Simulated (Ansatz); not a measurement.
## BiAs (model cell, started as CsCl type): relaxing the cell for a phonon run

Aim: bring BiAs (model cell, started as CsCl type) to small forces and stress, as phonons need.

Main program and level: Ansatz 0.2.0; DFT PBEsol, scalar-relativistic, plane waves, PAW.

The structure was built from a prototype and need not be the compound's stable phase.

**1. Set-up**

Symmetry: Pm-3m, No. 221, cubic system. Conventional cell: a = 3.699 Å, b = 3.699 Å, c = 3.699 Å, α = 90.00°, β = 90.00°, γ = 90.00°. Nearest to Bi lie 8 As at 3.20 Å. Nearest to As lie 8 Bi at 3.20 Å. Farther neighbours are not listed.

**2. A coarse first look**

A quick single point on a coarse mesh tells whether the cell has a gap and how far it is from rest, which sets the k mesh and smearing that follow.

Contents of input.yaml:

```yaml
crystal:
  lattice:
    - [3.69874, 0.0, 0.0]
    - [0.0, 3.69874, 0.0]
    - [0.0, 0.0, 3.69874]
  atoms:
    - { symbol: Bi, position: [0.0, 0.0, 0.0] }
    - { symbol: As, position: [0.5, 0.5, 0.5] }
kpoints:
  mp_grid: { grid: [6, 6, 6] }
hamiltonian:
  xc: pbesol
scf:
  occupations: { method: gaussian, width: 0.1 }
output:
  forces: true
  stress: true
  eigenvalues: true
```

Started as:

```console
ansatz run input.yaml --threads 4 --pin off --max-ram 7168MiB --backend cpu --events-out ev --progress --plain --runs-dir out
```

Numbers of over 12 decimals in the logs are rounded to 6 here.

Log:

```text
Engine: ansatz 0.2.0, aarch64-unknown-linux-gnu
Pseudopotentials: kind: paw
Pseudopotential: Bi, paw, valence charge 15, recommended cutoff 420 eV (normal), Bi.paw.azcp
Pseudopotential: As, paw, valence charge 15, recommended cutoff 420 eV (normal), As.paw.azcp
Functional definition: PBEsol
  exchange = pbesol_x
  correlation = pbesol_c
Crystal: 2 atoms, lattice volume = 50.601 Å³
[...]
--- Band table (eV; the first three rows and the last of 20) ---
  k-point 0: bands = [... 11 lower, 3.9956, 9.7193, 9.7193, 9.7193, 15.4505, 15.4505, 17.0838, 17.0838]
  k-point 1: bands = [... 11 lower, 3.3965, 9.4710, 10.0349, 10.0349, 15.3373, 15.6950, 16.2667, 16.2667]
  k-point 2: bands = [... 11 lower, 1.9031, 9.7626, 10.9378, 10.9378, 12.9542, 14.4956, 14.4956, 16.4110]
  k-point 19: bands = [... 11 lower, 2.1802, 9.0531, 9.0531, 9.0531, 9.1142, 9.1142, 9.1142, 26.3717]
[key lines of the parts left out:]
SCF converged after 7 iterations
Free energy (F): -17054.563242 eV
Fermi energy:    11.621228 eV
P = ⅓ Tr σ = -3.3705 GPa (-33.705 kbar)
```

Elapsed: 0.86 s, on 4 threads of Arm Neoverse V2, shared host; peak memory 0.31 GiB; 1.5 s of CPU time.

Numbers from this step:

| Property | Result |
| --- | --- |
| pressure | -3.370 GPa |
| volume per atom | 25.30 Å³ |
| gap on the k-mesh | 0 eV |

The coarse mesh shows no gap and a pressure of -3.4 GPa.

**3. Bringing the structure to rest**

The cell and atoms are relaxed, since residual forces and stress would shift the frequencies.

input.yaml, the sections that differ from step 2:

```yaml
kpoints:
  mp_grid: { grid: [10, 10, 10] }
relax:
  adjacent_minimum: "off"
  f_tol: 0.005
  max_steps: 80
  cell: { stress_tol: 0.05 }
# crystal, hamiltonian, scf, output: as in step 2
```

Log:

```text
[...]
Crystal: 2 atoms, lattice volume = 50.601 Å³
Basis set: ecut = 420 eV, 1021 PW (Γ), exchange–correlation on 50×50×50 points (8 copies of the dense FFT grid, shifted against one another)
Bands: 19, of which v1, the nominal top of the filled ones, is band 15 counted from 1 (14 counted from 0)
Symmetry: 48 space group operations
[...]
k-points: 56 of 1000
[...]
SCF iter   1: F=—  HF=-17054.591821 eV  |F-HF|=—  |Δ(HF+E_count)|=         —  Δρ=3.12e-3  dr2=1.13e-2  ethr=1.77e-3  ⟨swp⟩=5.8  Hψ=4744  notcnv=0
[...]
SCF iter   6: F=-17054.587892 eV  HF=-17054.587892 eV  |F-HF|=1.92e-8  |Δ(HF+E_count)|=   3.42e-6  Δρ=1.18e-5  dr2=5.58e-8  ethr=3.33e-10  ⟨swp⟩=5.3  Hψ=6106  notcnv=0
SCF 1 converged in 6 iterations: F = -17054.587892 eV  dr2 = 5.58e-8
[...]
relax step   1: F+E_penalty+E_count = -17054.58789190 eV  Δ(F+E_penalty+E_count) = +0.000e0 eV  max|allowed force component| = 3.287e-31 eV/Å  Δτ_max = 0.0000 Å  P = -3.619 GPa  Ω = 50.601 Å³  (6 SCF iters, dr2 threshold 1.00e-7 eV, accepted)
Crystal: 2 atoms, lattice volume = 46.504 Å³
Basis set: ecut = 420 eV, 925 PW (Γ), exchange–correlation on 50×50×50 points (8 copies of the dense FFT grid, shifted against one another)
[...]
iter 1 solved again at ethr=6.43e-6 eV; its pass at ethr=3.10e-3 eV (dr2=1.93e-3 eV) is discarded
[...]
SCF iter   6: F=-17054.608966 eV  HF=-17054.608966 eV  |F-HF|=1.20e-9  |Δ(HF+E_count)|=  9.97e-10  Δρ=2.90e-6  dr2=3.75e-9  ethr=1.34e-10  ⟨swp⟩=2.0  Hψ=3536  notcnv=0
SCF 2 converged in 6 iterations: F = -17054.608966 eV  dr2 = 3.75e-9
relax step   2: F+E_penalty+E_count = -17054.60896573 eV  Δ(F+E_penalty+E_count) = -2.107e-2 eV  max|allowed force component| = 1.726e-31 eV/Å  Δτ_max = 0.0000 Å  P = +2.489 GPa  Ω = 46.504 Å³  energy of the carried Pulay correction = +8.076e-4 eV  (6 SCF iters, dr2 threshold 2.00e-7 eV, accepted)
Crystal: 2 atoms, lattice volume = 48.091 Å³
[...]
SCF iter   5: F=-17054.619535 eV  HF=-17054.619535 eV  |F-HF|=3.48e-8  |Δ(HF+E_count)|=   2.06e-7  Δρ=5.95e-6  dr2=1.52e-8  ethr=6.67e-10  ⟨swp⟩=6.1  Hψ=5073  notcnv=0
SCF 3 converged in 5 iterations: F = -17054.619535 eV  dr2 = 1.52e-8
relax step   3: F+E_penalty+E_count = -17054.61953546 eV  Δ(F+E_penalty+E_count) = -1.057e-2 eV  max|allowed force component| = 8.217e-31 eV/Å  Δτ_max = 0.0000 Å  P = -0.207 GPa  Ω = 48.091 Å³  energy of the carried Pulay correction = +4.868e-4 eV  (5 SCF iters, dr2 threshold 2.00e-7 eV, accepted)
[...]
relax step   4: F+E_penalty+E_count = -17054.61964641 eV  Δ(F+E_penalty+E_count) = -1.110e-4 eV  max|allowed force component| = 8.546e-31 eV/Å  Δτ_max = 0.0000 Å  P = -0.011 GPa  Ω = 47.965 Å³  energy of the carried Pulay correction = +5.119e-4 eV  (3 SCF iters, dr2 threshold 1.08e-7 eV, accepted)
[...]
SCF iter   6: F=-17054.619130 eV  HF=-17054.619130 eV  |F-HF|=7.28e-12  |Δ(HF+E_count)|=  3.27e-11  Δρ=7.65e-8  dr2=2.38e-12  ethr=1.00e-12  ⟨swp⟩=6.1  Hψ=5053  notcnv=0
SCF 5 converged in 6 iterations: F = -17054.619130 eV  dr2 = 2.38e-12
relax step   5: F+E_penalty+E_count = -17054.61912954 eV  Δ(F+E_penalty+E_count) = +5.169e-4 eV  max|allowed force component| = 1.561e-31 eV/Å  Δτ_max = 0.0000 Å  P = -0.011 GPa  Ω = 47.965 Å³  stress off target by 1.09e-2 GPa  SCF on the basis re-selected at this cell (its energy is not comparable with the rows above)  (6 SCF iters)
basis re-selected at this cell: Δ(F+E_penalty+E_count) = +5.169e-4 eV, ΔP = +0.000 GPa vs the last step (what re-selecting the basis moved, of the pressure what is left beyond the Pulay correction that the steps carried, after the strain that the cell walked since its last selection, with what the two solves' SCF thresholds leave and, on support functions, any second-order correction that the steps lacked; it is no m [...]
SCF converged after 6 iterations
Free energy (F): -17054.619130 eV
[...]
Internal energy: -17054.612951 eV  (E = F + TS)
E sigma→0 (E₀):  -17054.616040 eV
Entropy (-TS):   -0.006178 eV (-3.089 meV/atom)
Fermi energy:    12.475747 eV
[...]
--- Stress (GPa, compression-positive) ---
       -0.010874       0.000000       0.000000
        0.000000      -0.010874       0.000000
        0.000000       0.000000      -0.010874
  P = ⅓ Tr σ = -0.0109 GPa (-0.109 kbar)
--- Band table (eV; the first three rows and the last of 56) ---
  k-point 0: bands = [... 11 lower, 5.1072, 10.4951, 10.4951, 10.4951, 16.2739, 16.2739, 18.4074, 18.4074]
  k-point 1: bands = [... 11 lower, 4.8458, 10.3717, 10.6164, 10.6164, 16.3626, 16.8141, 17.8489, 18.0598]
  k-point 2: bands = [... 11 lower, 4.1124, 10.2878, 10.9752, 10.9752, 16.0752, 16.6273, 17.1494, 17.1494]
  k-point 55: bands = [... 11 lower, 3.0701, 9.7710, 9.7710, 9.7710, 9.8229, 9.8229, 9.8229, 27.9498]
--- Relaxed structure (4 steps of the walk, 4 accepted, 1 SCFs on fresh bases) ---
  F+E_penalty+E_count = -17054.61912954 eV   max|allowed force component| = 1.561e-31 eV/Å   (the final SCF, on the basis selected at the relaxed cell)
  cell:  # Å, volume = 47.9653 Å³
    - [3.633365, 0, 0]
    - [0, 3.633365, 0]
    - [0, 0, 3.633365]
  atoms:
    - { symbol: Bi, position: [0, 0, 0] }
    - { symbol: As, position: [0.5, 0.5, 0.5] }
```

The job ended after 4.2 s (4 threads; peak memory 0.39 GiB; 15 s of CPU time).

Relaxation path:

```csv
step,energy less that of the first step (eV),largest force component (eV/Å),pressure (GPa),volume (Å³)
1,0.0000,0.0000,-3.62,50.60
2,-0.0211,0.0000,2.49,46.50
3,-0.0316,0.0000,-0.21,48.09
4,-0.0318,0.0000,-0.01,47.97
5*,-0.0312,0.0000,-0.01,47.97
```

Relaxation steps marked * repeat the geometry before them on a plane-wave basis chosen anew for their cell, so energy and pressure can jump there.

Forces are held to the 48 operations that the run works with; a distortion that breaks them can't arise in this run.

```csv
"conventional cell, symmetrised",before,after,change
a (Å),3.699,3.633,-1.8 %
b (Å),3.699,3.633,-1.8 %
c (Å),3.699,3.633,-1.8 %
volume (Å³/atom),25.30,23.98,-5.2 %
```

Final coordinates:

```cif
data_structure
_symmetry_space_group_name_H-M 'P 1'
_symmetry_Int_Tables_number 1
_cell_length_a 3.6334
_cell_length_b 3.6334
_cell_length_c 3.6334
_cell_angle_alpha 90.000
_cell_angle_beta 90.000
_cell_angle_gamma 90.000
_cell_volume 47.97
loop_
_atom_site_label
_atom_site_type_symbol
_atom_site_fract_x
_atom_site_fract_y
_atom_site_fract_z
_atom_site_occupancy
Bi1 Bi 0.00000 0.00000 0.00000 1
As2 As 0.50000 0.50000 0.50000 1
```

Numbers from this step:

- pressure: -0.01087 GPa
- volume per atom: 23.98 Å³

In this step the volume went from 25.30 to 23.98 Å³/atom.

**4. Tight relaxation**

Phonons need a cell at rest on their own settings, so the relaxation is repeated with tight tolerances on forces and stress, using the mesh and the filling of the phonon run that follows.

Contents of input.yaml:

```yaml
crystal:
  lattice:
    - [3.6333651952, 0.0, 0.0]
    - [0.0, 3.6333651952, 0.0]
    - [0.0, 0.0, 3.6333651952]
  atoms:
    - { symbol: Bi, position: [0.0, 0.0, 0.0] }
    - { symbol: As, position: [0.5, 0.5, 0.5] }
kpoints:
  mp_grid: { grid: [12, 12, 12] }
hamiltonian:
  xc: pbesol
scf:
  occupations: { method: methfessel_paxton, width: 0.15 }
output:
  forces: true
  stress: true
  eigenvalues: true
relax:
  adjacent_minimum: "off"
  f_tol: 0.001
  max_steps: 60
  cell: { stress_tol: 0.01 }
```

Log:

```text
[...]
Crystal: 2 atoms, lattice volume = 47.965 Å³
Basis set: ecut = 420 eV, 925 PW (Γ), exchange–correlation on 50×50×50 points (8 copies of the dense FFT grid, shifted against one another)
Bands: 19, of which v1, the nominal top of the filled ones, is band 15 counted from 1 (14 counted from 0)
[... 1 set-up line as in the run before ...]
[...]
k-points: 84 of 1728
[...]
k-point 83: bands = [... 11 lower, 3.1418, 9.8152, 9.8152, 9.8152, 9.8748, 9.8748, 9.8748, 28.0546]
--- Relaxed structure (3 steps of the walk, 3 accepted, 1 SCFs on fresh bases) ---
[...]
cell:  # Å, volume = 47.7897 Å³
    - [3.628925, 0, 0.0]
    - [0, 3.628925, 0]
    - [0.0, 0, 3.628925]
  atoms:
    - { symbol: Bi, position: [0, 0, 0] }
    - { symbol: As, position: [0.500000, 0.500000, 0.500000] }
[key lines of the parts left out:]
SCF converged after 6 iterations
Free energy (F): -17054.614961 eV
Fermi energy:    12.534365 eV
P = ⅓ Tr σ = -0.0013 GPa (-0.013 kbar)
```

Elapsed: 4.4 s, on 4 threads; peak memory 0.4 GiB; 16 s of CPU time.

Step by step:

```csv
step,energy less that of the first step (eV),largest force component (eV/Å),pressure (GPa),volume (Å³)
1,0.0000,0.0000,-0.27,47.97
2,-0.0001,0.0000,0.19,47.67
3,-0.0002,0.0000,0.00,47.79
4*,-0.0002,0.0000,0.00,47.79
```

Relaxation steps marked * repeat the geometry before them on a plane-wave basis chosen anew for their cell, so energy and pressure can jump there.

Forces are held to the 48 operations that the run works with; a distortion that breaks them can't arise in this run.

```csv
"conventional cell, symmetrised",before,after,change
a (Å),3.633,3.629,-0.1 %
b (Å),3.633,3.629,-0.1 %
c (Å),3.633,3.629,-0.1 %
volume (Å³/atom),23.98,23.89,-0.4 %
```

Final coordinates:

```xyz
2
Lattice="3.6289 0.0000 0.0000 0.0000 3.6289 0.0000 0.0000 0.0000 3.6289" Properties=species:S:1:pos:R:3 pbc="T T T"
Bi    0.0000    0.0000    0.0000
As    1.8145    1.8145    1.8145
```

Numbers from this step:

| Quantity | Value |
| --- | --- |
| pressure | -0.001337 GPa |
| volume per atom | 23.89 Å³ |

The forces vanish by symmetry and the pressure is -0.001 GPa, within the tolerances set. The cell now holds 23.89 Å³/atom.

**5. What came out**

```yaml
space_group_after_relaxation_within_0p01_a: Pm-3m
lattice_constant_a: 3.629 Å
lattice_constant_b: 3.629 Å
lattice_constant_c: 3.629 Å
volume_per_atom: 23.9 Å³
```

**Reading.** The forces vanish by symmetry and the pressure is -0.001 GPa, within the tolerances set. The cell now holds 23.89 Å³/atom. The relaxation keeps the symmetry of its start, so it says nothing on stability against lower symmetry. Spin-orbit coupling is left out, which can matter for the heavy elements here. The starting cell was built on a prototype and not taken from a measurement, so the phase need not exist.

[Logs are printed without paths, hosts, clocks, repeated set-up lines and the standing remarks that a program may print on its own settings, such as how far it seeks lower states.]

[Hosts, paths, dates, database ids (printed as entryN), source tags and the programs' standing remarks are cut or masked in the printed files.]
